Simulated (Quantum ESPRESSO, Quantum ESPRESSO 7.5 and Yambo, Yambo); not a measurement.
**InP (F-43m): G0W0 on several meshes in Yambo**

Wanted: mesh dependence and cost of G0W0 for InP (F-43m).

Method: PBE and many-body steps on it, plane waves, in Quantum ESPRESSO 7.5 and Yambo 5.3.0.

Most raw output is cut from this account.

### Step 1. Set-up

It takes space group F-43m (No. 216, cubic). The conventional cell has a = 5.869 Å, b = 5.869 Å, c = 5.869 Å, α = 90.00°, β = 90.00°, γ = 90.00°. Nearest to In lie 4 P at 2.54 Å. P has 4 In at 2.54 Å nearest. Farther neighbours are not listed.

As a file:

```cif
data_structure
_symmetry_space_group_name_H-M 'P 1'
_symmetry_Int_Tables_number 1
_cell_length_a 4.1498
_cell_length_b 4.1498
_cell_length_c 4.1498
_cell_angle_alpha 60.000
_cell_angle_beta 60.000
_cell_angle_gamma 60.000
_cell_volume 50.53
loop_
_atom_site_label
_atom_site_type_symbol
_atom_site_fract_x
_atom_site_fract_y
_atom_site_fract_z
_atom_site_occupancy
In1 In 0.00000 0.00000 0.00000 1
P2 P 0.25000 0.25000 0.25000 1
```

The cell and positions come from the Crystallography Open Database and are kept as given unless a step says otherwise.

### Step 2. Empty states on the mesh, 2×2×2 mesh, 127 bands

This step: Quantum ESPRESSO 7.5; DFT, PBE, plane waves, norm-conserving pseudopotentials.

The sums over transitions need many empty states on a uniform mesh; this step solves for them.

The input, pw.in:

```
&control
  calculation = 'nscf'
  prefix = 'x'
  outdir = 'o'
  pseudo_dir = 'pseudo'
/
&system
  ibrav = 0
  nat = 2
  ntyp = 2
  ecutwfc = 80.0
  nbnd = 127
  force_symmorphic = .true.
/
&electrons
  conv_thr = 1e-9
  electron_maxstep = 80
  diago_full_acc = .true.
  diago_thr_init = 5e-6
/
ATOMIC_SPECIES
  In 114.82 In.upf
  P 30.974 P.upf
CELL_PARAMETERS angstrom
  -0.0000000000 2.9343500000 2.9343500000
  2.9343500000 -0.0000000000 2.9343500000
  2.9343500000 2.9343500000 -0.0000000000
ATOMIC_POSITIONS crystal
  In 0.0000000000 0.0000000000 0.0000000000
  P 0.2500000000 0.2500000000 0.2500000000
K_POINTS automatic
  2 2 2 0 0 0
```

The run is started by

```
$ OMP_NUM_THREADS=1 mpirun -n 8 pw.x -nk 4 -in pw.in > pw.out
```

It took 2.2 s on 8 MPI ranks of INTEL XEON PLATINUM 8581C at 2.30GHz (Emerald Rapids), shared host; peak memory 0.55 GiB; 16 s of CPU time.

Numbers from this step:

```
gap                                                           : 0.6864 eV
k of the valence top                                          : 0, 0, 0
k of the conduction bottom                                    : 0, 0, 0
least direct gap                                              : 0.6864 eV
k points computed                                             : 3
lowest point of the top converged band, above the valence top : 90.6807 eV
```

On this mesh the gap is 0.686 eV.

The density comes from a self-consistent run that is not shown.

### Step 3. Conversion and set-up

This step: Yambo 5.3.0; conversion and set-up on PBE, plane waves, norm-conserving pseudopotentials.

The states are converted to the many-body program's format and the q mesh is built.

The run is started by

```
$ (cd o/x.save; p2y > p2y.log; mv SAVE ../..); yambo > setup.log
```

Elapsed: 2.3 s, on 1 MPI rank; peak memory 0.25 GiB.

### Step 4. 2×2×2

Now the one-shot GW correction: screening in the RPA, then the self-energy of the levels asked for.

This step: G0W0 on PBE, plane waves, norm-conserving pseudopotentials.

The input, gw13.in:

```
HF_and_locXC
gw0
dyson
ppa
em1d
rim_cut
RandQpts= 1000000
RandGvec= 1 RL
EXXRLvcs= 80 Ry
VXCRLvcs= 320 Ry
Chimod= "HARTREE"
% BndsRnXp
 1 | 127 |
%
NGsBlkXp= 15.5 Ry
% LongDrXp
 1 | 1 | 1 |
%
% GbndRnge
 1 | 127 |
%
DysSolver= "n"
ExtendOut
PPAPntXp= 27.21138 eV
% QPkrange
 1 | 1 | 12 | 15 |
%
```

The run is started by

```
$ OMP_NUM_THREADS=1 mpirun -n 8 yambo -F gw13.in -J gw13 -C gw13 > gw13.log
```

Elapsed: 7.3 s, on 8 MPI ranks; peak memory 2.6 GiB.

Numbers from this step:

| Property | Result |
| --- | --- |
| G0W0 gap on the points computed | 1.409 eV |
| starting gap on the mesh | 0.6864 eV |
| k of the valence top | 0, 0, 0 |
| k of the conduction bottom | 0, 0, 0 |
| least direct G0W0 gap on the computed points | 1.409 eV |
| Z at the valence top | 0.7896 |
| Z at the conduction bottom | 0.8018 |

The gap on the mesh goes from 0.69 eV to 1.41 eV, a correction of +0.72 eV.

### Step 5. Empty states on the mesh, 6×6×6 mesh, 127 bands

This step: Quantum ESPRESSO 7.5; DFT, PBE, plane waves, norm-conserving pseudopotentials.

pw.in, as its differences from that of step 2:

```diff
@@ -31,2 +31,2 @@
 K_POINTS automatic
-  2 2 2 0 0 0
+  6 6 6 0 0 0
```

The run is started by

```
$ OMP_NUM_THREADS=1 mpirun -n 8 pw.x -nk 4 -in pw.in > pw.out
```

Wall time 5.8 s (8 MPI ranks); peak memory 0.61 GiB; 45 s of CPU time.

This step gave:

- gap: 0.6864 eV
- k of the valence top: 0, 0, 0
- k of the conduction bottom: 0, 0, 0
- least direct gap: 0.6864 eV
- k points computed: 16
- lowest point of the top converged band, above the valence top: 89.5460 eV

On this mesh the gap is 0.686 eV.

### Step 6. Conversion and set-up

This step: Yambo 5.3.0; conversion and set-up on PBE, plane waves, norm-conserving pseudopotentials.

The run is started by

```
$ (cd o/x.save; p2y > p2y.log; mv SAVE ../..); yambo > setup.log
```

The job ended after 2.7 s (1 MPI rank; peak memory 0.25 GiB).

### Step 7. 6×6×6

This step: G0W0 on PBE, plane waves, norm-conserving pseudopotentials.

The input, gw14.in:

```
HF_and_locXC
gw0
dyson
ppa
em1d
rim_cut
RandQpts= 1000000
RandGvec= 1 RL
EXXRLvcs= 80 Ry
VXCRLvcs= 320 Ry
Chimod= "HARTREE"
% BndsRnXp
 1 | 127 |
%
NGsBlkXp= 15.5 Ry
% LongDrXp
 1 | 1 | 1 |
%
% GbndRnge
 1 | 127 |
%
DysSolver= "n"
ExtendOut
PPAPntXp= 27.21138 eV
% QPkrange
 1 | 1 | 12 | 15 |
%
```

The run is started by

```
$ OMP_NUM_THREADS=1 mpirun -n 8 yambo -F gw14.in -J gw14 -C gw14 > gw14.log
```

Run time: 5.2 min. Hardware: 8 MPI ranks; peak memory 4.1 GiB; 42 min of CPU time.

This step gave:

```yaml
g0w0_gap_on_the_points_computed: 1.381 eV
starting_gap_on_the_mesh: 0.6864 eV
k_of_the_valence_top: 0, 0, 0
k_of_the_conduction_bottom: 0, 0, 0
least_direct_g0w0_gap_on_the_computed_points: 1.381 eV
z_at_the_valence_top: 0.7800
z_at_the_conduction_bottom: 0.7948
```

Against G0W0 in Yambo (2×2×2 mesh, 127 bands, screening to 210.9 eV, Godby-Needs plasmon pole), the gap moves by −0.028 eV.

### Step 8. Side by side

Times are wall times on 8 MPI ranks of INTEL XEON PLATINUM 8581C at 2.30GHz (Emerald Rapids), shared host, good to a factor of about two.

```
  run   mesh  bands  screening cutoff (eV)  DFT gap (eV)  gap on the mesh (eV)  direct (eV)     time
2×2×2  2×2×2    127                  210.9         0.686                 1.409        1.409    7.3 s
6×6×6  6×6×6    127                  210.9         0.686                 1.381        1.381  5.2 min
```

### Step 9. Results

| Item | Value |
| --- | --- |
| 2×2×2 | 1.409 eV |
| 6×6×6 | 1.381 eV |
| known limits | not at the basis limit; no spin-orbit coupling; coarse k mesh |

**Reading.** 6×6×6: −0.028 eV against 2×2×2. Bands and cutoff are finite, so the gap is not at the basis limit. The miss can reach some tenths of an eV and take either sign; the mesh is an error of its own. In the G0W0 runs levels were corrected at 1 k point alone, so a gap called «on the mesh» is the least over those, and an edge elsewhere would be missed. The 2×2×2 mesh is coarse for this cell, which bears on the long-range parts of exchange and screening. The many-body steps are scalar-relativistic: spin-orbit coupling is not in them.

[Paths, hosts, dates, memory and timing lines, banners, echoed tables and standing remarks are left out of the program output.]

[Logs are printed without paths, hosts, clocks, repeated set-up lines and the standing remarks that a program may print on its own settings, such as how far it seeks lower states.]

[Runs of the session that timed out or met a known fault of the program may be left out.]

[Hosts, paths, dates, database ids (printed as entryN), source tags and the programs' standing remarks are cut or masked in the printed files.]
